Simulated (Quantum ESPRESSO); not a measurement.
# C(111), F on both faces, stepped through the number of bilayers, part 4 of 9

What law, if any, do the results for C(111), F on both faces follow against the number of bilayers?

Quantum ESPRESSO 7.5; plane-wave DFT, PBE, GBRV ultrasoft pseudopotentials.

So far. Step 2 (Relaxing cell and ions of the reference):  The last row is no step: it is a fresh SCF in the final cell with a new plane-wave basis, -0 meV from the row before. Step 4 (Relaxing the ions, 2 bilayers): The relaxation lowers the energy by 14 meV an atom.

## 5. SCF with pw.x, 2 bilayers

A run with the dipole correction and no field is the reference.

File m0.f0.in:

```
&control
  prefix = 'm0.f0'
  outdir = './out'
  pseudo_dir = './pseudo'
  calculation = 'scf'
  tprnfor = .true.
  tefield = .true.
  dipfield = .true.
/
&system
  ibrav = 0
  nat = 6
  ntyp = 2
  ecutwfc = 40
  ecutrho = 200
  occupations = 'smearing'
  smearing = 'fd'
  degauss = 0.002
  edir = 3
  emaxpos = 0.97
  eopreg = 0.04
  eamp = 0.0
  nbnd = 19
/
&electrons
  conv_thr = 1e-09
  mixing_beta = 0.4
  electron_maxstep = 120
  mixing_mode = 'plain'
/
ATOMIC_SPECIES
  F   18.9984  f_pbe_v1.4.uspp.F.UPF
  C   12.0110  c_pbe_v1.2.uspp.F.UPF
CELL_PARAMETERS angstrom
  2.52546400400000 0.00000000000000 0.00000000000000
  -1.26273200200000 2.18711598395179 0.00000000000000
  0.00000000000000 0.00000000000000 21.24547105877932
ATOMIC_POSITIONS crystal
  F   0.000000000000 0.000000000000 0.374868607500
  C   0.000000000000 0.000000000000 0.439646411100
  C   0.333333333300 0.666666666700 0.463454022700
  C   0.333333333300 0.666666666700 0.536545977300
  C   0.666666666700 0.333333333300 0.560353588900
  F   0.666666666700 0.333333333300 0.625131392500
K_POINTS automatic
  12 12 1 0 0 0
```

On the command line:

```
$ OMP_NUM_THREADS=1 mpirun -n 4 pw.x -nk 4 -in m0.f0.in > m0.f0.out
```

Log:

```text
[banner, memory and clock lines left out]
Program PWSCF v.7.5 starts
[citation notice left out]

[...]
bravais-lattice index     =            0
     lattice parameter (alat)  =       4.7724  a.u.
     unit-cell volume          =     791.9102 (a.u.)^3
     number of atoms/cell      =            6
     number of atomic types    =            2
     number of electrons       =        30.00
     number of Kohn-Sham states=           19
     kinetic-energy cutoff     =      40.0000  Ry
     charge density cutoff     =     200.0000  Ry
     scf convergence threshold =      1.0E-09
     mixing beta               =       0.4000
     number of iterations used =            8  plain     mixing
     Exchange-correlation= SLA  PW   PBE  PBE
                           (   1   4   3   4   0   0   0)

[...]
PseudoPot. # 1 for F  read from file:
     ./pseudo/f_pbe_v1.4.uspp.F.UPF
     Pseudo is Ultrasoft, Zval =  7.0
     Generated by new atomic code, or converted to UPF format
     Using radial grid of  799 points,  4 beta functions with:
                l(1) =   0
                l(2) =   0
                l(3) =   1
                l(4) =   1
     Q(r) pseudized with  8 coefficients,  rinner =    0.950   0.950   0.950

     PseudoPot. # 2 for C  read from file:
     ./pseudo/c_pbe_v1.2.uspp.F.UPF
     Pseudo is Ultrasoft + core correction, Zval =  4.0
     Generated by new atomic code, or converted to UPF format
     Using radial grid of  721 points,  4 beta functions with:
                l(1) =   0
                l(2) =   0
                l(3) =   1
                l(4) =   1
     Q(r) pseudized with  8 coefficients,  rinner =    1.100   1.100   1.100

     atomic species   valence    mass     pseudopotential
     F                 7.00    18.99840     F ( 1.00)
     C                 4.00    12.01100     C ( 1.00)

     No symmetry found

[...]
number of k points=    74  Fermi-Dirac smearing, width (Ry)=  0.0020
[...]
Dense  grid:    37909 G-vectors     FFT dimensions: (  24,  24, 192)

     Smooth grid:    27197 G-vectors     FFT dimensions: (  20,  20, 162)

     Initial potential from superposition of free atoms

     starting charge      29.9998, renormalised to      30.0000

     negative rho (up, down):  4.583E-04 0.000E+00

     Adding external electric field

     Computed dipole along edir(3) :
        Dipole                0.0000 Ry au,          0.0000 Debye
        Dipole field          0.0000 Ry au,

        Potential amp.       -0.0000 Ry
        Total length         38.5422 bohr

     Starting wfcs are   24 randomized atomic wfcs

     per-process dynamical memory:    45.7 Mb

     Self-consistent Calculation

     iteration #  1     ecut=    40.00 Ry     beta= 0.40
     Davidson diagonalization with overlap
     ethr =  1.00E-02,  avg # of iterations =  2.7

     negative rho (up, down):  2.028E-04 0.000E+00

     Adding external electric field

     Computed dipole along edir(3) :
        Dipole                0.0001 Ry au,          0.0003 Debye
        Dipole field          0.0000 Ry au,

        Potential amp.       -0.0001 Ry
        Total length         38.5422 bohr

     total energy              =    -143.08024926 Ry
     estimated scf accuracy    <       0.34753415 Ry

     iteration #  2     ecut=    40.00 Ry     beta= 0.40
[...]
negative rho (up, down):  1.352E-04 0.000E+00

[...]
Dipole               -0.0001 Ry au,         -0.0004 Debye
[...]
total energy              =    -143.08736932 Ry
     estimated scf accuracy    <       0.07530459 Ry

     iteration #  3     ecut=    40.00 Ry     beta= 0.40
[...]
negative rho (up, down):  1.774E-04 0.000E+00

[...]
Dipole                0.0001 Ry au,          0.0004 Debye
[...]
total energy              =    -143.08947698 Ry
     estimated scf accuracy    <       0.01669314 Ry

     iteration #  4     ecut=    40.00 Ry     beta= 0.40
[...]
negative rho (up, down):  2.062E-04 0.000E+00

[...]
Dipole               -0.0001 Ry au,         -0.0003 Debye
[...]
total energy              =    -143.09150652 Ry
     estimated scf accuracy    <       0.00136232 Ry

     iteration #  5     ecut=    40.00 Ry     beta= 0.40
[...]
negative rho (up, down):  2.205E-04 0.000E+00

[...]
Dipole                0.0004 Ry au,          0.0010 Debye
[...]
total energy              =    -143.09162531 Ry
     estimated scf accuracy    <       0.00013257 Ry

     iteration #  6     ecut=    40.00 Ry     beta= 0.40
[...]
negative rho (up, down):  2.300E-04 0.000E+00

[...]
Dipole               -0.0005 Ry au,         -0.0013 Debye
[...]
total energy              =    -143.09164318 Ry
     estimated scf accuracy    <       0.00001964 Ry

[...]
iteration #  9     ecut=    40.00 Ry     beta= 0.40
[...]
negative rho (up, down):  2.462E-04 0.000E+00

[...]
Dipole               -0.0000 Ry au,         -0.0000 Debye
[...]
total energy              =    -143.09164709 Ry
     estimated scf accuracy    <       0.00000003 Ry

     iteration # 10     ecut=    40.00 Ry     beta= 0.40
[...]
negative rho (up, down):  2.485E-04 0.000E+00

[...]
Dipole               -0.0000 Ry au,         -0.0000 Debye
[...]
total energy              =    -143.09164710 Ry
     estimated scf accuracy    <          7.5E-09 Ry

     iteration # 11     ecut=    40.00 Ry     beta= 0.40
[...]
negative rho (up, down):  2.498E-04 0.000E+00

[...]
Dipole                0.0000 Ry au,          0.0000 Debye
[...]
total energy              =    -143.09164710 Ry
     estimated scf accuracy    <          2.2E-09 Ry

     iteration # 12     ecut=    40.00 Ry     beta= 0.40
[...]
negative rho (up, down):  2.520E-04 0.000E+00

[...]
Dipole               -0.0000 Ry au,         -0.0000 Debye
[...]
End of self-consistent calculation

          k = 0.0000 0.0000 0.0000 (  3405 PWs)   bands (ev):

   -27.6782 -27.6260 -22.0029 -18.6270 -12.4656  -9.6559  -6.4977  -5.8987
    -5.8987  -5.6279  -5.6279  -3.3913  -3.3913  -2.1838  -2.1838   1.7486
     4.5087   4.6851   4.6851

          k = 0.0000 0.0962 0.0000 (  3389 PWs)   bands (ev):

   -27.6106 -27.5617 -21.8528 -18.4984 -12.3651  -9.6234  -6.8165  -6.2572
    -6.1016  -5.9337  -5.7397  -3.8415  -3.5718  -2.7238  -2.3750   2.0925
     4.3302   5.0786   5.1793

[...]
the Fermi energy is     0.0018 ev

!    total energy              =    -143.09164710 Ry
     estimated scf accuracy    <          7.4E-10 Ry
     smearing contrib. (-TS)   =       0.00000000 Ry
     internal energy E=F+TS    =    -143.09164710 Ry

     The total energy is F=E-TS. E is the sum of the following terms:
     one-electron contribution =   -1758.91924522 Ry
     hartree contribution      =     887.97487375 Ry
     xc contribution           =     -33.33288090 Ry
     ewald contribution        =     761.18560528 Ry
     electric field correction =       0.00000000 Ry

     convergence has been achieved in  12 iterations

     negative rho (up, down):  2.520E-04 0.000E+00

     Forces acting on atoms (cartesian axes, Ry/au):

     atom    1 type  1   force =    -0.00000000   -0.00000000   -0.00006031
     atom    2 type  2   force =     0.00000002   -0.00000001    0.00011368
     atom    3 type  2   force =     0.00000000    0.00000002   -0.00004163
     atom    4 type  2   force =    -0.00000001   -0.00000001    0.00004000
     atom    5 type  2   force =    -0.00000001    0.00000000   -0.00011619
     atom    6 type  1   force =    -0.00000000    0.00000001    0.00006445

     Total force =     0.000194     Total SCF correction =     0.000081
     SCF correction compared to forces is large: reduce conv_thr to get better values

[...]
```

The job ended after 16 s (4 MPI ranks of AMD EPYC 7R43, shared host; peak memory 0.37 GiB; 61 s of CPU time).

Read from the output:

```
Fermi energy                         : 0.0018 eV
dipole along the normal              : 0 e·Å
valence top, on the run's zero       : -2.184 eV
conduction bottom, on the run's zero : 1.749 eV
gap by band count                    : 3.932 eV
```

## 6. Potential by pp.x, 2 bilayers

plot_num = 11 writes the bare and Hartree potential, from which vacuum levels or, in a crystal, the mean potential are read.

File m0.f0.pot.in:

```
&inputpp
  prefix = 'm0.f0'
  outdir = './out'
  filplot = 'm0.f0.pot.dat'
  plot_num = 11
/
```

On the command line:

```
$ OMP_NUM_THREADS=1 mpirun -n 4 pp.x -in m0.f0.pot.in > m0.f0.pot.out
```

Log:

```text
[banner, memory and clock lines left out]
Program POST-PROC v.7.5 starts

          URL

     ./out/m0.f0.save/

     IMPORTANT: XC functional enforced from input :
     Exchange-correlation= PBE
                           (   1   4   3   4   0   0   0)
     Any further DFT definition will be discarded
     Please, verify this is what you really want

     negative rho (up, down):  2.520E-04 0.000E+00

     Adding external electric field

     Computed dipole along edir(3) :
        Dipole               -0.0000 Ry au,         -0.0000 Debye
        Dipole field         -0.0000 Ry au,

        Potential amp.        0.0000 Ry
        Total length         38.5422 bohr

     Calling punch_plot, plot_num =  11

     Adding external electric field

     Computed dipole along edir(3) :
        Dipole               -0.0000 Ry au,         -0.0000 Debye
        Dipole field         -0.0000 Ry au,

        Potential amp.        0.0000 Ry
        Total length         38.5422 bohr

     Writing data to file  m0.f0.pot.dat
     Message from routine chdens:
     namelist plot not found or invalid, exiting
```

Wall time 1.5 s (4 MPI ranks); peak memory 0.09 GiB; 4.8 s of CPU time.

This step gave:

- slope of the potential above: 1.00e-4 eV/Å
- upper vacuum line continued to the top atoms, over the valence top: 7.860 eV
- slope of the potential below: -5.55e-5 eV/Å
- lower vacuum line continued to the bottom atoms, over the valence top: 7.860 eV
- vacuum level at the upper face over the valence top of the mesh: 7.860 eV
- vacuum level at the lower face over the valence top of the mesh: 7.860 eV

The potential energy, planar mean oscillates, so the rows of the table below give means over windows of 1 Å about each position, cut where the curve ends. Its maxima inside the range that stand out by 2 % of the span (Å: eV): 8.5: -0.512, 10.6: -1.61, 12.7: -0.512. Its minima: 8.0: -6.67, 9.6: -20.3, 11.6: -20.3, 13.3: -6.67.

Electrostatic potential energy of an electron, with the sawtooth; zero at the highest filled level of the SCF mesh. Table of potential energy, planar mean by z; means over each step:

| z (Å) | potential energy, planar mean (eV) |
| --- | --- |
| 0 | 7.86 |
| 1 | 7.86 |
| 2 | 7.86 |
| 3 | 7.86 |
| 4 | 7.86 |
| 5 | 7.86 |
| 6 | 7.85 |
| 7 | 6.85 |
| 8 | -3.33 |
| 9 | -9.30 |
| 10 | -13.0 |
| 11 | -8.55 |
| 12 | -13.9 |
| 13 | -3.62 |
| 14 | 4.97 |
| 15 | 7.83 |
| 16 | 7.86 |
| 17 | 7.86 |
| 18 | 7.86 |
| 19 | 7.86 |
| 20 | 7.86 |
| 21 | 7.86 |

## 7. Self-consistent run, 2 bilayers: field 0.1 V/Å

The same atoms in a field; the change of the dipole measures the screening.

m0.f1.in is the input of step 5 with these lines changed:

```diff
@@ -1,3 +1,3 @@
 &control
-  prefix = 'm0.f0'
+  prefix = 'm0.f1'
   outdir = './out'
@@ -21,3 +21,3 @@
   eopreg = 0.04
-  eamp = 0.0
+  eamp = 0.00194469
   nbnd = 19
@@ -29,2 +29,3 @@
   mixing_mode = 'plain'
+  startingpot = 'file'
 /
```

On the command line:

```
$ cp -r out/m0.f0.save out/m0.f1.save
$ OMP_NUM_THREADS=1 mpirun -n 4 pw.x -nk 4 -in m0.f1.in > m0.f1.out
```

Log:

```text
[banner, memory and clock lines left out]
Program PWSCF v.7.5 starts
[citation notice left out]

[...]
bravais-lattice index     =            0
     lattice parameter (alat)  =       4.7724  a.u.
     unit-cell volume          =     791.9102 (a.u.)^3
     number of atoms/cell      =            6
     number of atomic types    =            2
     number of electrons       =        30.00
     number of Kohn-Sham states=           19
     kinetic-energy cutoff     =      40.0000  Ry
     charge density cutoff     =     200.0000  Ry
     scf convergence threshold =      1.0E-09
     mixing beta               =       0.4000
     number of iterations used =            8  plain     mixing
     Exchange-correlation= SLA  PW   PBE  PBE
                           (   1   4   3   4   0   0   0)

[...]
PseudoPot. # 1 for F  read from file:
     ./pseudo/f_pbe_v1.4.uspp.F.UPF
     Pseudo is Ultrasoft, Zval =  7.0
     Generated by new atomic code, or converted to UPF format
     Using radial grid of  799 points,  4 beta functions with:
                l(1) =   0
                l(2) =   0
                l(3) =   1
                l(4) =   1
     Q(r) pseudized with  8 coefficients,  rinner =    0.950   0.950   0.950

     PseudoPot. # 2 for C  read from file:
     ./pseudo/c_pbe_v1.2.uspp.F.UPF
     Pseudo is Ultrasoft + core correction, Zval =  4.0
     Generated by new atomic code, or converted to UPF format
     Using radial grid of  721 points,  4 beta functions with:
                l(1) =   0
                l(2) =   0
                l(3) =   1
                l(4) =   1
     Q(r) pseudized with  8 coefficients,  rinner =    1.100   1.100   1.100

     atomic species   valence    mass     pseudopotential
     F                 7.00    18.99840     F ( 1.00)
     C                 4.00    12.01100     C ( 1.00)

     No symmetry found

[...]
number of k points=    74  Fermi-Dirac smearing, width (Ry)=  0.0020
[...]
Dense  grid:    37909 G-vectors     FFT dimensions: (  24,  24, 192)

     Smooth grid:    27197 G-vectors     FFT dimensions: (  20,  20, 162)

     The initial density is read from file :
     ./out/m0.f1.save/charge-density

     negative rho (up, down):  2.520E-04 0.000E+00

     Adding external electric field

     Computed dipole along edir(3) :
        Dipole               -0.0000 Ry au,         -0.0000 Debye
        Dipole field         -0.0000 Ry au,

        E field amplitude [Ha a.u.]:  1.9447E-03
        Potential amp.        0.1499 Ry
        Total length         38.5422 bohr

     Starting wfcs are   24 randomized atomic wfcs

     per-process dynamical memory:    45.7 Mb

     Self-consistent Calculation

     iteration #  1     ecut=    40.00 Ry     beta= 0.40
     Davidson diagonalization with overlap
     c_bands:  1 eigenvalues not converged
     c_bands:  2 eigenvalues not converged
     c_bands:  1 eigenvalues not converged
     c_bands:  1 eigenvalues not converged
     c_bands:  2 eigenvalues not converged
     c_bands:  2 eigenvalues not converged
     c_bands:  1 eigenvalues not converged
     c_bands:  2 eigenvalues not converged
     c_bands:  1 eigenvalues not converged
     ethr =  1.00E-05,  avg # of iterations = 16.7

     negative rho (up, down):  2.518E-04 0.000E+00

     Adding external electric field

     Computed dipole along edir(3) :
        Dipole                0.0578 Ry au,          0.1469 Debye
        Dipole field          0.0009 Ry au,

        E field amplitude [Ha a.u.]:  1.9447E-03
        Potential amp.        0.0792 Ry
        Total length         38.5422 bohr

     total energy              =    -143.09115698 Ry
     estimated scf accuracy    <       0.00122444 Ry

     iteration #  2     ecut=    40.00 Ry     beta= 0.40
[...]
c_bands:  1 eigenvalues not converged
     c_bands:  1 eigenvalues not converged
[...]
negative rho (up, down):  2.519E-04 0.000E+00

[...]
Dipole                0.0293 Ry au,          0.0745 Debye
[...]
E field amplitude [Ha a.u.]:  1.9447E-03
[...]
total energy              =    -143.09146523 Ry
     estimated scf accuracy    <       0.00168678 Ry

     iteration #  3     ecut=    40.00 Ry     beta= 0.40
[...]
negative rho (up, down):  2.519E-04 0.000E+00

[...]
Dipole                0.0294 Ry au,          0.0746 Debye
[...]
E field amplitude [Ha a.u.]:  1.9447E-03
[...]
total energy              =    -143.09170351 Ry
     estimated scf accuracy    <       0.00000176 Ry

     iteration #  4     ecut=    40.00 Ry     beta= 0.40
[...]
negative rho (up, down):  2.519E-04 0.000E+00

[...]
Dipole                0.0299 Ry au,          0.0760 Debye
[...]
E field amplitude [Ha a.u.]:  1.9447E-03
[...]
total energy              =    -143.09170602 Ry
     estimated scf accuracy    <       0.00000117 Ry

     iteration #  5     ecut=    40.00 Ry     beta= 0.40
[...]
negative rho (up, down):  2.520E-04 0.000E+00

[...]
Dipole                0.0303 Ry au,          0.0770 Debye
[...]
E field amplitude [Ha a.u.]:  1.9447E-03
[...]
total energy              =    -143.09170601 Ry
     estimated scf accuracy    <       0.00000022 Ry

     iteration #  6     ecut=    40.00 Ry     beta= 0.40
[...]
negative rho (up, down):  2.520E-04 0.000E+00

[...]
Dipole                0.0303 Ry au,          0.0771 Debye
[...]
E field amplitude [Ha a.u.]:  1.9447E-03
[...]
total energy              =    -143.09170605 Ry
     estimated scf accuracy    <          3.2E-09 Ry

     iteration #  7     ecut=    40.00 Ry     beta= 0.40
[...]
negative rho (up, down):  2.520E-04 0.000E+00

[...]
Dipole                0.0303 Ry au,          0.0770 Debye
[...]
E field amplitude [Ha a.u.]:  1.9447E-03
[...]
total energy              =    -143.09170605 Ry
     estimated scf accuracy    <          5.8E-09 Ry

     iteration #  8     ecut=    40.00 Ry     beta= 0.40
[...]
negative rho (up, down):  2.520E-04 0.000E+00

[...]
Dipole                0.0303 Ry au,          0.0770 Debye
[...]
E field amplitude [Ha a.u.]:  1.9447E-03
[...]
End of self-consistent calculation

          k = 0.0000 0.0000 0.0000 (  3405 PWs)   bands (ev):

   -27.6868 -27.5856 -21.9869 -18.6110 -12.4500  -9.6399  -6.4814  -5.8877
    -5.8877  -5.6073  -5.6073  -3.3757  -3.3757  -2.1672  -2.1672   1.7641
     4.5054   4.7008   4.7008

          k = 0.0000 0.0962 0.0000 (  3389 PWs)   bands (ev):

   -27.6202 -27.5204 -21.8369 -18.4824 -12.3495  -9.6074  -6.8011  -6.2426
    -6.0891  -5.9159  -5.7207  -3.8261  -3.5563  -2.7071  -2.3584   2.1079
     4.3424   5.0944   5.0983

[...]
the Fermi energy is     0.0115 ev

!    total energy              =    -143.09170605 Ry
     estimated scf accuracy    <          1.7E-10 Ry
     smearing contrib. (-TS)   =       0.00000000 Ry
     internal energy E=F+TS    =    -143.09170605 Ry

     The total energy is F=E-TS. E is the sum of the following terms:
     one-electron contribution =   -1758.91885257 Ry
     hartree contribution      =     887.97452169 Ry
     xc contribution           =     -33.33287724 Ry
     ewald contribution        =     761.18560528 Ry
     electric field correction =      -0.00010321 Ry

     convergence has been achieved in   8 iterations

     negative rho (up, down):  2.520E-04 0.000E+00

     Forces acting on atoms (cartesian axes, Ry/au):

     atom    1 type  1   force =     0.00000000    0.00000001   -0.00124821
     atom    2 type  2   force =     0.00000000   -0.00000001    0.00147046
     atom    3 type  2   force =    -0.00000000   -0.00000000   -0.00021659
     atom    4 type  2   force =     0.00000001   -0.00000000   -0.00012862
     atom    5 type  2   force =     0.00000000   -0.00000001    0.00122637
     atom    6 type  1   force =    -0.00000001    0.00000001   -0.00110341

     Total force =     0.002551     Total SCF correction =     0.000053

[...]
```

Elapsed: 15 s, on 4 MPI ranks; peak memory 0.37 GiB.

Read from the output:

| Quantity | Value |
| --- | --- |
| free energy | -1946.8618 eV |
| Fermi energy | 0.0115 eV |
| dipole along the normal | 0.01603 e·Å |
| valence top, on the run's zero | -2.167 eV |
| conduction bottom, on the run's zero | 1.764 eV |
| gap by band count | 3.931 eV |

(Continued in part 5 of 9.)

[Logs are printed without paths, hosts, clocks, repeated set-up lines and the standing remarks that a program may print on its own settings, such as how far it seeks lower states.]

[Hosts, paths, dates, database ids (printed as entryN), source tags and the programs' standing remarks are cut or masked in the printed files.]

[Maps of the electrostatic potential energy from Ansatz leave out the sawtooth potential of an applied field or a dipole correction, so their vacuum need not be flat; planar profiles and work functions include it.]
